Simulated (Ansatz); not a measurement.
# Direct or indirect: PbO (P4/nmm)

```cif
data_structure
_symmetry_space_group_name_H-M 'P 1'
_symmetry_Int_Tables_number 1
_cell_length_a 3.9900
_cell_length_b 3.9900
_cell_length_c 5.0100
_cell_angle_alpha 90.000
_cell_angle_beta 90.000
_cell_angle_gamma 90.000
_cell_volume 79.76
loop_
_atom_site_label
_atom_site_type_symbol
_atom_site_fract_x
_atom_site_fract_y
_atom_site_fract_z
_atom_site_occupancy
Pb1 Pb 0.50000 0.00000 0.76000 1
Pb2 Pb 0.00000 0.50000 0.24000 1
O1 O 0.50000 0.50000 0.00000 1
O2 O 0.00000 0.00000 0.00000 1
```

Method: Ansatz, PBE, independent particles, without spin-orbit coupling, line width 0.15 eV (Gaussian). The band structure gives a fundamental gap of 1.15 eV. The spectrum of vertical transitions near the edge:

```json
{"E (eV)": "0.66", "Im ε, E ∥ xy": "0.00", "Im ε, E ∥ z": "0.00"}
{"E (eV)": "0.78", "Im ε, E ∥ xy": "0.00", "Im ε, E ∥ z": "0.00"}
{"E (eV)": "0.90", "Im ε, E ∥ xy": "0.00", "Im ε, E ∥ z": "0.00"}
{"E (eV)": "1.02", "Im ε, E ∥ xy": "0.00", "Im ε, E ∥ z": "0.00"}
{"E (eV)": "1.14", "Im ε, E ∥ xy": "0.00", "Im ε, E ∥ z": "0.00"}
{"E (eV)": "1.26", "Im ε, E ∥ xy": "0.00", "Im ε, E ∥ z": "0.00"}
{"E (eV)": "1.38", "Im ε, E ∥ xy": "0.00", "Im ε, E ∥ z": "0.00"}
{"E (eV)": "1.50", "Im ε, E ∥ xy": "0.00", "Im ε, E ∥ z": "0.00"}
{"E (eV)": "1.62", "Im ε, E ∥ xy": "0.00", "Im ε, E ∥ z": "0.00"}
{"E (eV)": "1.74", "Im ε, E ∥ xy": "0.00", "Im ε, E ∥ z": "0.00"}
{"E (eV)": "1.86", "Im ε, E ∥ xy": "0.00", "Im ε, E ∥ z": "0.00"}
{"E (eV)": "1.98", "Im ε, E ∥ xy": "0.04", "Im ε, E ∥ z": "0.00"}
{"E (eV)": "2.10", "Im ε, E ∥ xy": "0.21", "Im ε, E ∥ z": "0.00"}
{"E (eV)": "2.22", "Im ε, E ∥ xy": "0.49", "Im ε, E ∥ z": "0.06"}
{"E (eV)": "2.34", "Im ε, E ∥ xy": "0.72", "Im ε, E ∥ z": "0.36"}
{"E (eV)": "2.46", "Im ε, E ∥ xy": "0.86", "Im ε, E ∥ z": "0.98"}
{"E (eV)": "2.58", "Im ε, E ∥ xy": "0.97", "Im ε, E ∥ z": "1.48"}
{"E (eV)": "2.70", "Im ε, E ∥ xy": "1.16", "Im ε, E ∥ z": "1.74"}
{"E (eV)": "2.82", "Im ε, E ∥ xy": "1.66", "Im ε, E ∥ z": "1.89"}
{"E (eV)": "2.94", "Im ε, E ∥ xy": "2.51", "Im ε, E ∥ z": "2.12"}
{"E (eV)": "3.06", "Im ε, E ∥ xy": "3.79", "Im ε, E ∥ z": "3.05"}
{"E (eV)": "3.18", "Im ε, E ∥ xy": "5.60", "Im ε, E ∥ z": "5.11"}
{"E (eV)": "3.30", "Im ε, E ∥ xy": "7.18", "Im ε, E ∥ z": "6.58"}
{"E (eV)": "3.42", "Im ε, E ∥ xy": "8.50", "Im ε, E ∥ z": "6.18"}
```

(1) Is the gap direct or indirect, and about where do vertical transitions set in?

Answers

(1) Indirect, by the band path, whose least direct gap is 2.11 eV. The curves fit this: they stay near zero above 1.15 eV and rise only from about 2.1 eV, though a forbidden direct transition would look alike. Lines are broadened by 0.15 eV, which spreads the edge, and phonons, which would give weak absorption from the fundamental gap up, are left out.

[Logs are printed without paths, hosts, clocks, repeated set-up lines and the standing remarks that a program may print on its own settings, such as how far it seeks lower states.]
